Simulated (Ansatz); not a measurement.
## Tc of Cd (P6_3/mmc) from its phonons

What Tc do the phonons of Cd (P6_3/mmc) give, and how does it depend on μ*? The cell shown first is a relaxed one, from steps not shown here.

Calculated with Ansatz 0.2.0; DFT PBE, scalar-relativistic, plane waves, PseudoDojo norm-conserving pseudopotentials, in the first sound run; inputs show where later runs differ.

This is a report of a sequence of runs, with most program output left out.

## Step 1: The cell after earlier relaxation steps

It takes space group P6_3/mmc (No. 194, hexagonal). The conventional cell has a = 3.000 Å, b = 3.000 Å, c = 5.940 Å, α = 90.00°, β = 90.00°, γ = 120.00°. Cd has 6 Cd at 3.00 Å nearest.

## Step 2: Coupling and resistivity: PseudoDojo files

The run that gives the couplings also evaluates McMillan's and Allen and Dynes's formulas and, where asked, the Eliashberg equations, over a range of μ*.

input.yaml

```yaml
crystal:
  lattice:
    - [3.0003887373, 0.0, 0.0]
    - [-1.5001943687, 2.5984128677, 0.0]
    - [0.0, 0.0, 5.9404086221]
  atoms:
    - { symbol: Cd, position: [0.3333333333, 0.6666666667, 0.25] }
    - { symbol: Cd, position: [0.6666666667, 0.3333333333, 0.75] }
kpoints:
  mp_grid: { grid: [12, 12, 6] }
hamiltonian:
  xc: pbe
  pseudopotentials: { kind: nc, accuracy: standard }
scf:
  occupations: { method: methfessel_paxton, width: 0.2 }
output:
  eigenvalues: true
phonons:
  method: dfpt
  qmesh: [6, 6, 2]
  temperatures: { t_max: 1000, t_step: 50 }
  qpath:
    path:
      - [[0.0, 0.0, 0.0], [0.5, 0.0, 0.0], [0.33333333, 0.33333333, 0.0], [0.0, 0.0, 0.0], [0.0, 0.0, 0.5], [0.5, 0.0, 0.5], [0.33333333, 0.33333333, 0.5], [0.0, 0.0, 0.5]]
      - [[0.5, 0.0, 0.5], [0.5, 0.0, 0.0]]
    npoints: 6
  electrical_resistivity:
    mesh: [24, 24, 8]
    temperatures: [20.0, 50.0, 80.0, 100.0, 150.0, 200.0, 273.0, 300.0, 400.0, 500.0, 600.0, 800.0]
  superconductivity: { mesh: [24, 24, 8], eliashberg_equations: false }
```

Run with:

```bash
$ ansatz run input.yaml --threads 16 --pin off --max-ram 92160MiB --backend cuda --events-out ev --progress --plain --runs-dir out --max-vram 78GiB
```

Run time: 2.8 min. Hardware: 1 × NVIDIA GB200 with 16 threads of Arm Neoverse V2, shared host; peak memory 13 GiB; 17 min of CPU time.

This step gave:

```yaml
volume_per_atom: 23.16 Å³/atom
metallic_on_mesh: yes
gap_on_the_k_mesh: 0 eV
zero_point_energy: 0.02671 eV/cell
share_of_imaginary_modes_in_the_plain_interpolation_between_solved_wavevectors: 0
highest_frequency_solved_or_plainly_interpolated: 146.1 cm⁻¹
debye_temperature_second_moment: 153 K
resistivity_at_300_k: 21.82 μΩ cm, mean of the axes
coupling_constant_lambda: 1.179
density_of_states_at_the_fermi_level: 0.261 states/eV a spin and cell
log_mean_phonon_energy_omega_log: 3.098 meV
transport_coupling_constant_lambda_tr: 0.9235, 0.9235, 1.68 (xx, yy, zz)
drude_plasma_energy: 7.638, 7.638, 7.867 eV (xx, yy, zz)
resistivity_times_mean_free_path: 11.89, 11.89, 12.63 × 10⁻¹⁶ Ω m² (xx, yy, zz)
second_moment_phonon_energy_omega: 5.169 meV
coupling_lambda_by_branch: 0.669, 0.338, 0.0401, 0.0405, 0.0442, 0.0472 (branches by rank of frequency)
```

Transition temperatures:

```csv
μ*,McMillan Tc (K),Allen–Dynes Tc (K)
0.08,3.39,3.78
0.1,3.15,3.47
0.12,2.91,3.18
0.13,2.79,3.03
0.14,2.67,2.89
0.16,2.43,2.62
0.2,1.97,2.1
```

## Step 3: Resistivity: finite displacements

Finite displacements in a supercell are the other road to force constants and couplings; here with the base functional.

This step: DFT PBE, scalar-relativistic, plane waves, PAW; PAW set soft_1 (Ansatz 0.2.0).

Edit input.yaml of step 2 so:

```diff
@@ -2,5 +2,5 @@
   lattice:
-    - [3.0003887373, 0.0, 0.0]
-    - [-1.5001943687, 2.5984128677, 0.0]
-    - [0.0, 0.0, 5.9404086221]
+    - [2.9982171966, 0.0, 0.0]
+    - [-1.4991085983, 2.5965322583, 0.0]
+    - [0.0, 0.0, 5.9340501968]
   atoms:
@@ -12,3 +12,3 @@
   xc: pbe
-  pseudopotentials: { kind: nc, accuracy: standard }
+  pseudopotentials: { kind: paw, azcp: { folder: soft_1 } }
 scf:
@@ -18,4 +18,4 @@
 phonons:
-  method: dfpt
-  qmesh: [6, 6, 2]
+  method: fd
+  supercell: [6, 6, 2]
   temperatures: { t_max: 1000, t_step: 50 }
```

Wall time 2 min (1 × NVIDIA GB200 with 16 threads); peak memory 14 GiB; 13 min of CPU time.

This step gave:

| Quantity | Value |
| --- | --- |
| volume per atom | 23.10 Å³/atom |
| zero point energy | 0.02682 eV/cell |
| highest frequency, solved or plainly interpolated | 146.6 cm⁻¹ |
| Debye temperature (second moment) | 154 K |
| resistivity at 300 K | 23.23 μΩ cm, mean of the axes |
| coupling constant λ | 1.253 |
| density of states at the Fermi level | 0.26 states/eV a spin and cell |
| log mean phonon energy ħω_log | 2.916 meV |
| transport coupling constant λ_tr | 0.9902, 0.9902, 1.81 (xx, yy, zz) |
| Drude plasma energy | 7.633, 7.633, 7.88 eV (xx, yy, zz) |
| resistivity times mean free path | 11.91, 11.91, 12.61 × 10⁻¹⁶ Ω m² (xx, yy, zz) |
| second-moment phonon energy ħω₂ | 5.014 meV |
| coupling λ by branch | 0.735, 0.347, 0.0408, 0.0394, 0.0438, 0.0469 (branches by rank of frequency) |

Transition temperatures:

```csv
μ*,McMillan Tc (K),Allen–Dynes Tc (K)
0.08,3.42,3.86
0.1,3.19,3.55
0.12,2.96,3.27
0.13,2.85,3.13
0.14,2.74,2.99
0.16,2.51,2.73
0.2,2.07,2.22
```

## Step 4: Electron–phonon run: r2SCAN at its own relaxed cell

The functional sets the lattice constant, the bands and the force constants.

This step: DFT r2SCAN, scalar-relativistic, plane waves, PAW; PAW set soft_1 (Ansatz 0.2.0).

Edit input.yaml of step 3 so:

```diff
@@ -2,5 +2,5 @@
   lattice:
-    - [2.9982171966, 0.0, 0.0]
-    - [-1.4991085983, 2.5965322583, 0.0]
-    - [0.0, 0.0, 5.9340501968]
+    - [2.9519856442, 0.0, 0.0]
+    - [-1.4759928221, 2.5564945595, 0.0]
+    - [0.0, 0.0, 5.8818663904]
   atoms:
@@ -11,3 +11,3 @@
 hamiltonian:
-  xc: pbe
+  xc: r2scan
   pseudopotentials: { kind: paw, azcp: { folder: soft_1 } }
@@ -18,4 +18,4 @@
 phonons:
-  method: fd
-  supercell: [6, 6, 2]
+  method: dfpt
+  qmesh: [6, 6, 2]
   temperatures: { t_max: 1000, t_step: 50 }
```

Elapsed: 7.9 min, on 1 × NVIDIA GB200 with 16 threads; peak memory 11 GiB.

Numbers from this step:

```yaml
volume_per_atom: 22.19 Å³/atom
zero_point_energy: 0.02913 eV/cell
highest_frequency_solved_or_plainly_interpolated: 158.0 cm⁻¹
debye_temperature_second_moment: 167 K
resistivity_at_300_k: 21.16 μΩ cm, mean of the axes
coupling_constant_lambda: 1.146
density_of_states_at_the_fermi_level: 0.2308 states/eV a spin and cell
log_mean_phonon_energy_omega_log: 3.34 meV
transport_coupling_constant_lambda_tr: 0.9182, 0.9182, 1.659 (xx, yy, zz)
drude_plasma_energy: 7.586, 7.586, 8.056 eV (xx, yy, zz)
resistivity_times_mean_free_path: 12.54, 12.54, 12.69 × 10⁻¹⁶ Ω m² (xx, yy, zz)
second_moment_phonon_energy_omega: 5.374 meV
coupling_lambda_by_branch: 0.665, 0.336, 0.0343, 0.0317, 0.0372, 0.0416 (branches by rank of frequency)
```

Transition temperatures:

```csv
μ*,McMillan Tc (K),Allen–Dynes Tc (K)
0.08,3.54,3.92
0.1,3.28,3.59
0.12,3.01,3.28
0.13,2.88,3.12
0.14,2.76,2.98
0.16,2.5,2.68
0.2,2.01,2.14
```

The Eliashberg function α²F by phonon energy; read off at these points:

```csv
phonon energy (meV),α²F,α²F tr
0.50,0,0
1.00,4.2e-4,1.1e-4
1.50,0.00926,0.00936
2.00,0.535,0.639
2.21,0.920,1.05
2.50,0.662,0.706
3.00,0.449,0.458
3.50,0.293,0.297
4.00,0.258,0.255
4.50,0.231,0.220
5.00,0.204,0.186
5.50,0.172,0.131
6.00,0.153,0.0981
6.50,0.126,0.0696
7.00,0.0564,0.0379
7.50,0.0427,0.0315
8.00,0.0384,0.0301
8.50,0.0377,0.0293
9.00,0.0464,0.0354
9.50,0.0530,0.0437
10.00,0.0500,0.0491
10.50,0.0542,0.0527
11.00,0.0583,0.0552
11.50,0.0598,0.0541
12.00,0.0607,0.0526
12.50,0.0599,0.0501
13.00,0.0608,0.0489
13.50,0.0609,0.0477
14.00,0.0555,0.0419
14.50,0.0492,0.0352
15.00,0.0377,0.0272
15.50,0.0344,0.0267
16.00,0.0419,0.0333
16.50,0.0733,0.0590
17.00,0.132,0.112
17.50,0.186,0.159
18.00,0.100,0.0864
18.50,0.0761,0.0660
19.00,0.0557,0.0503
```

The coupling constant from the curve is λ = 1.1; modes below 2.82 meV give half. The most distinct maxima of the Eliashberg function α²F (α²F) lie at 2.21 and 17.45 meV, the highest at 2.21 meV.

## Step 5: Outcome

```json
{"meshes": "q 6×6×2, k 12×12×6, scattering 24×24×8", "coupling constant λ": "1.15", "log mean phonon energy ħω_log": "3.34 meV", "Allen–Dynes Tc at μ* = 0.1": "3.59 K", "Allen–Dynes Tc at μ* = 0.13": "3.12 K"}
```

In words: In the last run (r2SCAN, q 6×6×2, k 12×12×6, scattering 24×24×8), with λ = 1.1 and ħω_log = 3.34 meV, Tc at μ* = 0.13 is 2.9 K by McMillan's formula and 3.1 K by Allen and Dynes's. Measured: transition temperature: 0.52 K (bulk, normal pressure; compiled value; quoted in “List of superconductors”, 2026, Wikipedia's table of superconducting elements, as read in December). At μ* = 0.13 the calculation gives 3.1 K, far above it. These runs do not show the cause; candidates are the relaxed cell, a larger μ* and the meshes. Raising μ* from 0.10 to 0.16 lowers the Allen–Dynes value from 3.6 to 2.7 K. By the run's own test λ is not converged in the fine mesh: it moves by 1 % between the two finest, and by up to 2 % in the other runs. The run's transport test calls it not converged in the mesh; ρ(300 K) moves by 13 % in the component that moves most. Over the runs, λ takes the values 1.18, 1.25 and 1.15, in the order shown. μ* is a typed number, phonons are harmonic, and spin fluctuations are left out; at μ* = 0.13 McMillan's formula turns 1 % in λ into about 1.5 % in Tc.

[Logs are printed without paths, hosts, clocks, repeated set-up lines and the standing remarks that a program may print on its own settings, such as how far it seeks lower states.]

[Hosts, paths, dates, database ids (printed as entryN), source tags and the programs' standing remarks are cut or masked in the printed files.]
